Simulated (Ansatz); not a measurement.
## SnTeS monolayer, Janus: modes against uniaxial strain along a, the zigzag direction, with the width clamped

Wanted: the shifts of the zone-centre modes of SnTeS monolayer, Janus with strain.

Method: DFT PBE, scalar-relativistic, plane waves, PAW; PAW set soft_1, in Ansatz 0.2.0.

## Step 1: The structure

The cell holds 3 atoms: 1 Sn, 1 S and 1 Te. Its edges and angles: a = 3.800 Å, b = 3.800 Å, c = 30.000 Å, α = 90.0°, β = 90.0°, γ = 120.0°. Vacuum lies along c. The height across the vacuum is the one that the program set for its solve, not the one typed.

## Step 2: A rough relaxation first

The start is far from rest, so a relaxation with loose tolerances brings it close first. The program lengthens the typed cell of 20.0 Å along the normal to 30.0 Å, as its cut-off of the electrostatics needs, and moves no atom.

input.yaml

```yaml
crystal:
  lattice:
    - [3.8, 0.0, 0.0]
    - [-1.9, 3.2909, 0.0]
    - [0.0, 0.0, 20.0]
  atoms:
    - { symbol: Sn, position: [0.0, 0.0, 0.5] }
    - { symbol: S, position: [0.333333, 0.666667, 0.575] }
    - { symbol: Te, position: [0.666667, 0.333333, 0.42] }
  periodic: [true, true, false]
kpoints:
  mp_grid: { grid: [6, 6, 1] }
hamiltonian:
  xc: pbe
  pseudopotentials: { kind: paw, azcp: { folder: soft_1 } }
scf:
  occupations: { method: gaussian, width: 0.1 }
output:
  forces: true
  stress: true
  eigenvalues: true
relax:
  adjacent_minimum: "off"
  f_tol: 0.05
  max_steps: 80
  cell: { stress_2d_tol: 0.02 }
```

Run with:

```
ansatz run input.yaml --threads 8 --pin off --max-ram 16384MiB --backend cpu --events-out ev --progress --plain --runs-dir out
```

Numbers of over 12 decimals in the logs are rounded to 6 here.

The log of the run:

```text
[...]
F+E_penalty+E_count = -13906.84947493 eV   max|allowed force component| = 1.401e-3 eV/Å   (the final SCF, on the basis selected at the relaxed cell)
  cell:  # Å, volume = 393.6040 Å³
    - [3.892277, 0.0, 0]
    - [-1.946139, 3.370811, 0]
    - [0, 0, 30.0]
  atoms:
    - { symbol: Sn, position: [4.308082975672853e-18, 0, 0.337590] }
    - { symbol: S, position: [0.333333, 0.666667, 0.384896] }
    - { symbol: Te, position: [0.666667, 0.333333, 0.274181] }
[key lines of the parts left out:]
SCF converged after 7 iterations
Free energy (F): -13906.849475 eV
Fermi energy:    -5.199987 eV
P = ½ c Tr σ = 0.0047 N/m
```

It took 14 s on 8 threads of Arm Neoverse N1, shared host; peak memory 0.8 GiB.

The steps of the relaxation:

```csv
step,energy less that of the first step (eV),largest force component (eV/Å),volume (Å³)
1,0.0000,2.7855,375.16
2,-0.4354,0.6606,381.20
3,-0.4672,0.2040,389.06
4,-0.4708,0.1074,395.63
5,-0.4721,0.0070,393.51
6,-0.4721,0.0015,393.60
7*,-0.4725,0.0014,393.60
```

Relaxation steps marked * repeat the geometry before them on a plane-wave basis chosen anew for their cell, so energy and pressure can jump there.

Forces are held to the 6 operations that the run works with; a distortion that breaks them can't arise in this run.

```csv
cell as run,before,after,change
a (Å),3.800,3.892,+2.4 %
b (Å),3.800,3.892,+2.4 %
```

The atoms that moved most (Å, along periodic axes as changes of fractional coordinates times the final cell, across vacuum about the mean position):

```csv
atom,dx,dy,dz,length
Te3,0.000,0.000,-0.175,0.175
Sn1,0.000,0.000,0.128,0.128
S2,0.000,0.000,0.047,0.047
```

Final coordinates:

```
Sn S Te
1.0
     3.89228    0.00000    0.00000
    -1.94614    3.37081    0.00000
     0.00000    0.00000   30.00000
Sn S Te
1 1 1
Direct
  0.00000 0.00000 0.33759
  0.33333 0.66667 0.38490
  0.66667 0.33333 0.27418
```

Numbers from this step:

* gap on the k-mesh: 0 eV
* area per atom: 4.373 Å²

The relaxation ends with a largest force component of 0.0014 eV/Å.

## Step 3: Bringing the structure to rest

Harmonic phonons are second derivatives at a point where the forces vanish, and they are wanted at zero stress, so atoms and cell are relaxed first.

input.yaml, the sections that differ from step 2:

```yaml
crystal:
  lattice:
    - [3.892277452, 0.0, 0.0]
    - [-1.946138726, 3.370811152, 0.0]
    - [0.0, 0.0, 30.0]
  atoms:
    - { symbol: Sn, position: [0.0, 0.0, 0.3375899744] }
    - { symbol: S, position: [0.3333333333, 0.6666666667, 0.3848959913] }
    - { symbol: Te, position: [0.6666666667, 0.3333333333, 0.2741807009] }
  periodic: [true, true, false]
kpoints:
  mp_grid: { grid: [12, 12, 1] }
relax:
  adjacent_minimum: "off"
  f_tol: 0.005
  max_steps: 80
  cell: { stress_2d_tol: 0.02 }
# hamiltonian, scf, output: as in step 2
```

The log of the run:

```text
[...]
Crystal: 3 atoms, lattice volume = 393.604 Å³
Basis set: ecut = 420 eV, 7805 PW (Γ), exchange–correlation on 54×54×432 points (8 copies of the dense FFT grid, shifted against one another)
Bands: 22, of which v1, the nominal top of the filled ones, is band 18 counted from 1 (17 counted from 0)
Symmetry: 6 space group operations
[...]
° read free of the cell's end (the report's vacuum.weakly_bound_levels)
--- Relaxed structure (4 steps of the walk, 4 accepted, 1 SCFs on fresh bases) ---
[...]
cell:  # Å, volume = 394.3463 Å³
    - [3.895946, 1.3576070393730655e-19, 0]
    - [-1.947973, 3.373988, 0]
    - [0, 0, 30.0]
  atoms:
    - { symbol: Sn, position: [-1.7882233078314205e-19, 0, 0.337465] }
    - { symbol: S, position: [0.333333, 0.666667, 0.384835] }
    - { symbol: Te, position: [0.666667, 0.333333, 0.274367] }
[key lines of the parts left out:]
SCF converged after 7 iterations
Free energy (F): -13906.845131 eV
Fermi energy:    -5.218345 eV
P = ½ c Tr σ = 0.0016 N/m
```

Elapsed: 24 s, on 8 threads; peak memory 0.94 GiB.

Relaxation path:

```csv
step,energy less that of the first step (eV),largest force component (eV/Å),volume (Å³)
1,0.0000,0.0496,393.60
2,-0.0002,0.0193,394.06
3,-0.0002,0.0081,394.35
4,-0.0002,0.0010,394.35
5*,-0.0002,0.0010,394.35
```

Relaxation steps marked * repeat the geometry before them on a plane-wave basis chosen anew for their cell, so energy and pressure can jump there.

Forces are held to the 6 operations that the run works with; a distortion that breaks them can't arise in this run.

```csv
cell as run,before,after,change
a (Å),3.892,3.896,+0.1 %
b (Å),3.892,3.896,+0.1 %
```

The relaxed structure:

```cif
data_structure
_symmetry_space_group_name_H-M 'P 1'
_symmetry_Int_Tables_number 1
_cell_length_a 3.8959
_cell_length_b 3.8959
_cell_length_c 30.0000
_cell_angle_alpha 90.000
_cell_angle_beta 90.000
_cell_angle_gamma 120.000
_cell_volume 394.35
loop_
_atom_site_label
_atom_site_type_symbol
_atom_site_fract_x
_atom_site_fract_y
_atom_site_fract_z
_atom_site_occupancy
Sn1 Sn 0.00000 0.00000 0.33746 1
S2 S 0.33333 0.66667 0.38483 1
Te3 Te 0.66667 0.33333 0.27437 1
```

This step gave:

* area per atom: 4.382 Å²

## Step 4: Tight relaxation

Phonons need small forces and stress, so the relaxation is finished with tight tolerances on 12×12×1 k points.

input.yaml

```yaml
crystal:
  lattice:
    - [3.8959459231, 0.0, 0.0]
    - [-1.9479729616, 3.3739881412, 0.0]
    - [0.0, 0.0, 30.0]
  atoms:
    - { symbol: Sn, position: [0.0, 0.0, 0.3374645895] }
    - { symbol: S, position: [0.3333333333, 0.6666666667, 0.3848346107] }
    - { symbol: Te, position: [0.6666666667, 0.3333333333, 0.2743674664] }
  periodic: [true, true, false]
kpoints:
  mp_grid: { grid: [12, 12, 1] }
hamiltonian:
  xc: pbe
  pseudopotentials: { kind: paw, azcp: { folder: soft_1 } }
scf:
  occupations: { method: methfessel_paxton, width: 0.2 }
output:
  forces: true
  stress: true
  eigenvalues: true
  write_density: true
  write_potential: true
  elf: true
  volumetric_format: npy
relax:
  adjacent_minimum: "off"
  f_tol: 0.001
  max_steps: 60
  cell: { stress_2d_tol: 0.002 }
```

The log of the run:

```text
[...]
Crystal: 3 atoms, lattice volume = 394.346 Å³
Basis set: ecut = 420 eV, 7805 PW (Γ), exchange–correlation on 54×54×432 points (8 copies of the dense FFT grid, shifted against one another)
Bands: 22, of which v1, the nominal top of the filled ones, is band 18 counted from 1 (17 counted from 0)
Symmetry: 6 space group operations
[...]
° read free of the cell's end (the report's vacuum.weakly_bound_levels)
--- Relaxed structure (4 steps of the walk, 3 accepted, 1 SCFs on fresh bases) ---
[...]
cell:  # Å, volume = 394.1733 Å³
    - [3.895091, 2.8861146611288273e-11, 0]
    - [-1.947546, 3.373248, 0]
    - [0, 0, 30.0]
  atoms:
    - { symbol: Sn, position: [0, 0, 0.337484] }
    - { symbol: S, position: [0.333333, 0.666667, 0.384855] }
    - { symbol: Te, position: [0.666667, 0.333333, 0.274328] }
[key lines of the parts left out:]
SCF converged after 11 iterations
Free energy (F): -13906.842008 eV
Fermi energy:    -5.213771 eV
P = ½ c Tr σ = -0.0010 N/m
```

It took 27 s on 8 threads; peak memory 0.95 GiB.

Little changed from the start: no atom moved by 0.005 Å and no cell edge by 0.1 %.

Numbers from this step:

```yaml
area_per_atom: 4.38 Å²
```

Valence density in the ac plane at fractional y = 0.333, with atoms of Te within 0.2 Å of it. It is the smooth field of the valence electrons, not physical close to the nuclei.

Ten steps, logarithmic in the rise over the least value, from '0' (0 e/Å³) to '9' (10 e/Å³), each cell a mean:
```
00000000000000
00000000000000
00000000000000
00000000000000
00000000000000
00000000000000
00000000000000
00000000000000
00000000000000
00000000000000
00000000000000
00000000000000
00000000000000
00000000000000
22222110000001
22332211000111
22222234555432
21111347999753
00000012222211
00000000000000
00000000000000
00000000000000
00000000000000
00000000000000
```
Columns run along a (3.9 Å), rows up along c (30.0 Å). Atoms in or near the plane, at fractional coordinates: Te at (0.67, 0.27).

ELF in the ac plane at fractional y = 0.333, with atoms of Te within 0.2 Å of it. It is the smooth field of the valence electrons, not physical close to the nuclei.

Ten even steps from '_' (0.00) to '@' (0.74), each cell a mean:
```
____________________________
____________________________
____________________________
____________________________
____________________________
____________________________
____________________________
____________________________
____________________________
____________________________
____________________________
____________________________
____________________________
--======--::..____________..
##@@@@@@%%**--..________::==
==++++++==--::..........::--
++==----++**##**++++++******
##==..::**%%##==::..::--**%%
==..____--**%%@@@@@@@@@@%%##
____________..::::::::::..__
____________________________
____________________________
____________________________
____________________________
```
Columns run along a (3.9 Å), rows up along c (30.0 Å). Atoms in or near the plane, at fractional coordinates: Te at (0.67, 0.27).

Electrostatic potential energy in the ac plane at fractional y = 0.333, with atoms of Te within 0.2 Å of it. With pseudopotentials it is smooth inside the atoms' cores, unlike the true potential.

Ten even steps from '_' (-13 eV) to '@' (0 eV), each cell a mean:
```
@@@@@@@@@@@@@@@@@@@@@@@@@@@@
@@@@@@@@@@@@@@@@@@@@@@@@@@@@
@@@@@@@@@@@@@@@@@@@@@@@@@@@@
@@@@@@@@@@@@@@@@@@@@@@@@@@@@
@@@@@@@@@@@@@@@@@@@@@@@@@@@@
@@@@@@@@@@@@@@@@@@@@@@@@@@@@
@@@@@@@@@@@@@@@@@@@@@@@@@@@@
@@@@@@@@@@@@@@@@@@@@@@@@@@@@
@@@@@@@@@@@@@@@@@@@@@@@@@@@@
@@@@@@@@@@@@@@@@@@@@@@@@@@@@
@@@@@@@@@@@@@@@@@@@@@@@@@@@@
@@@@@@@@@@@@@@@@@@@@@@@@@@@@
@@@@@@@@@@@@@@@@@@@@@@@@@@@@
@@@@@@@@@@@@@@@@@@@@@@@@@@@@
##**++****##%%%%@@@@@@@@%%%%
==::..::--++**####%%%%####**
++++==++++++--::::::::::--==
++##%%%%**--____::++==____..
%%@@@@@@%%%%##**++++++**##%%
@@@@@@@@@@@@@@@@@@@@@@@@@@@@
@@@@@@@@@@@@@@@@@@@@@@@@@@@@
@@@@@@@@@@@@@@@@@@@@@@@@@@@@
@@@@@@@@@@@@@@@@@@@@@@@@@@@@
@@@@@@@@@@@@@@@@@@@@@@@@@@@@
```
Columns run along a (3.9 Å; values clipped at the 3rd and 97th percentile), rows up along c (30.0 Å). Atoms in or near the plane, at fractional coordinates: Te at (0.67, 0.27).

The largest force component left is 0.21 meV/Å, within the tolerances set.

## Step 5: Modes at rest

Phonons follow from the second derivative of the energy, found here by linear response.

The modes at rest are the reference of the series.

input.yaml, the sections that differ from step 4:

```yaml
crystal:
  lattice:
    - [3.8950912418, 0.0, 0.0]
    - [-1.9475456209, 3.3732479654, 0.0]
    - [0.0, 0.0, 30.0]
  atoms:
    - { symbol: Sn, position: [0.0, 0.0, 0.3374835648] }
    - { symbol: S, position: [0.3333333333, 0.6666666667, 0.3848550529] }
    - { symbol: Te, position: [0.6666666667, 0.3333333333, 0.2743280489] }
  periodic: [true, true, false]
output:
  eigenvalues: true
phonons:
  method: dfpt
# kpoints, hamiltonian, scf: as in step 4
# relax: removed
```

The log of the run:

```text
[...]
Crystal: 3 atoms, lattice volume = 394.173 Å³
Basis set: ecut = 420 eV, 7805 PW (Γ), exchange–correlation on 54×54×432 points (8 copies of the dense FFT grid, shifted against one another)
Bands: 22, of which v1, the nominal top of the filled ones, is band 18 counted from 1 (17 counted from 0)
Symmetry: 6 space group operations
k-points: 43 of 144 (irreducible under 2 space group operations, time reversal used)
[...]
SCF iter   1: F=—  HF=-13907.177712 eV  |F-HF|=—  |Δ(HF+E_count)|=         —  Δρ=1.37e-2  dr2=1.63e0  ethr=3.10e-3  ⟨swp⟩=14.3  Hψ=7767  notcnv=0
[...]
SCF iter  11: F=-13906.842008 eV  HF=-13906.842008 eV  |F-HF|=3.82e-10  |Δ(HF+E_count)|=   3.31e-9  S|Δr|=    0.00e0  Δρ=3.60e-8  dr2=4.05e-12  ethr=1.00e-12  ⟨swp⟩=14.8  Hψ=7616  notcnv=0
SCF 1 converged in 11 iterations: F = -13906.842008 eV  dr2 = 4.05e-12
[...]
DFPT response loops at Γ: preconditioner auto → none (partly filled bands, converged f_vac=0.758); β = 0.50; Broyden in place of MSR1
SCF converged after 11 iterations
[...]
Free energy (F): -13906.842008 eV
[...]
Internal energy: -13906.841255 eV  (E = F + TS)
E sigma→0 (E₀):  -13906.841820 eV
Entropy (-TS):   -0.000753 eV (-0.251 meV/atom)
Fermi energy:    -5.213771 eV
[...]
--- Band table (eV; the first three rows and the last of 43) ---
  k-point 0: bands = [... 14 lower, -7.0868, -7.0868, -4.9969, -4.9969, -4.7647, -2.2909, -1.5733, -1.5733]
  k-point 1: bands = [... 14 lower, -7.1856, -7.1057, -5.6191, -5.0794, -4.4060, -2.0465 (-2.0465°), -1.5838, -1.4212]
  k-point 2: bands = [... 14 lower, -7.4348, -7.0602, -6.6021, -5.2809, -4.0995, -2.2268, -1.0755, -1.0020]
  k-point 42: bands = [... 14 lower, -9.1383, -8.2495, -7.1454, -6.4290, -4.3902, -1.5244, -0.8286, -0.3795]
  ° read free of the cell's end (the report's vacuum.weakly_bound_levels)
--- Phonons (Γ-DFPT): 6 representative perturbations + reference, on 43 of 144 k-points (Σ response iterations 27) ---
  k mesh reduced under 2 symmetry operations, with k and −k counted as one. Each operation leaves every solved perturbation unchanged. A smaller set is not used because it would not reduce the number of displacements times k-points to solve
  ASR residual: 4.974e-5 → 0.000e0 eV/Å²; symmetrization residual: 1.481e-5 eV/Å²
  ASR residual per site (eV/Å²): 3.19e-5 4.97e-5 2.61e-5
  Γ frequencies (cm⁻¹): 0.00 0.00 0.00 83.95 83.95 136.01 158.83 158.83 284.59
  non-analytic LO–TO correction: not included (Born effective charges unavailable; polar crystals: no LO–TO splitting at Γ)
```

It took 89 s on 8 threads; peak memory 1.9 GiB; 11 min of CPU time.

Reading the cycles: dr2 is the Hartree energy of the density residual (eV), the measure of convergence; HF is the Harris–Foulkes estimate of the energy, which meets the free energy F at convergence.

This step gave:

| Property | Result |
| --- | --- |
| sum-rule residual before enforcement | 4.97e-5 eV/Å² |
| point group | 3m |
| highest optical mode at the zone centre (no LO-TO term) | 284.6 cm⁻¹ |
| lowest optical zone-centre mode | 83.95 cm⁻¹ |

Patterns of degenerate modes are one choice out of their space. The modes at Γ (shares of kinetic energy by element, %):

```csv
mode,frequency (cm⁻¹),symmetry,Sn %,S %,Te %
1,0.0,acoustic,43,12,46
2,0.0,acoustic,43,12,46
3,0.0,acoustic,43,12,46
4,84.0,E,38,8,54
5,84.0,E,38,8,54
6,136.0,A1,36,10,54
7,158.8,E,20,80,0
8,158.8,E,20,80,0
9,284.6,A1,21,79,0
```

Displacements in mode 5 (84.0 cm⁻¹), the largest set to 1:
```
Sn1 -0.86 -0.56  0.00
S2  -0.78 -0.51  0.00
Te3  1.00  0.65  0.00
```

Displacements in mode 9 (284.6 cm⁻¹), the largest set to 1:
```
Sn1  0.00  0.00 -0.27
S2   0.00  0.00  1.00
Te3  0.00  0.00  0.00
```

Before it was imposed, the acoustic sum rule was missed by 5.0e-5 eV/Å². Small misses are needed for a sound result but don't prove that mesh and cutoff are converged. The lowest optical mode is real, 84.0 cm⁻¹.

## Step 6: Relaxation of a member: uniaxial strain of +5 % along a, the zigzag direction, with the width clamped

The cell takes a uniaxial strain of +5 % along a, the zigzag direction, with the width clamped. The cell is held, and the atoms relax in it.

input.yaml, the sections that differ from step 5:

```yaml
crystal:
  lattice:
    - [4.0898458038, 0.0, 0.0]
    - [-2.0449229019, 3.3732479654, 0.0]
    - [0.0, 0.0, 30.0]
  atoms:
    - { symbol: Sn, position: [0.0028418861, 0.0056837721, 0.3371580142] }
    - { symbol: S, position: [0.3347452773, 0.6694905545, 0.3838995939] }
    - { symbol: Te, position: [0.6624128367, 0.3248256734, 0.2756090584] }
  periodic: [true, true, false]
output:
  forces: true
  stress: true
  eigenvalues: true
relax:
  adjacent_minimum: "off"
  f_tol: 0.001
  max_steps: 60
# kpoints, hamiltonian, scf: as in step 5
# phonons: removed
```

The log of the run:

```text
[...]
--- Relaxed structure (6 steps of the walk, 5 accepted, 0 SCFs on fresh bases) ---
  F+E_penalty+E_count = -13906.80715362 eV   max|allowed force component| = 3.153e-4 eV/Å
  cell:  # Å, volume = 413.8819 Å³
    - [4.0898458038, 0.0, 0.0]
    - [-2.0449229019, 3.3732479654, 0.0]
    - [0.0, 0.0, 30.0]
  atoms:
    - { symbol: Sn, position: [0.00335277, 0.00670553, 0.337107] }
    - { symbol: S, position: [0.334849, 0.669699, 0.383676] }
    - { symbol: Te, position: [0.661798, 0.323596, 0.275883] }
[key lines of the parts left out:]
SCF converged after 3 iterations
Free energy (F): -13906.807154 eV
Fermi energy:    -5.433989 eV
P = ½ c Tr σ = -1.3131 N/m
```

It took 53 s on 8 threads; peak memory 1.1 GiB; 6.7 min of CPU time.

Relaxation path:

```csv
step,energy less that of the first step (eV),largest force component (eV/Å)
1,0.0000,0.0534
2,0.0003,0.0927
3,-0.0004,0.0097
4,-0.0004,0.0068
5,-0.0004,0.0003
6,-0.0004,0.0003
```

Relaxation step 2 was tried and not accepted.

The run keeps the 2 symmetry operations that it works with, so distortions that break them were not tested.

The relaxed structure:

```xyz
3
Lattice="4.0898 0.0000 0.0000 -2.0449 3.3732 0.0000 0.0000 0.0000 30.0000" Properties=species:S:1:pos:R:3
Sn    0.0000    0.0226   10.1132
S     0.0000    2.2591   11.5103
Te    2.0449    1.0916    8.2765
```

Numbers from this step:

* area per atom: 4.599 Å²

The largest force component left is 0.32 meV/Å.

[end of part 1 of 2]

[Logs are printed without paths, hosts, clocks, repeated set-up lines and the standing remarks that a program may print on its own settings, such as how far it seeks lower states.]

[Hosts, paths, dates, database ids (printed as entryN), source tags and the programs' standing remarks are cut or masked in the printed files.]
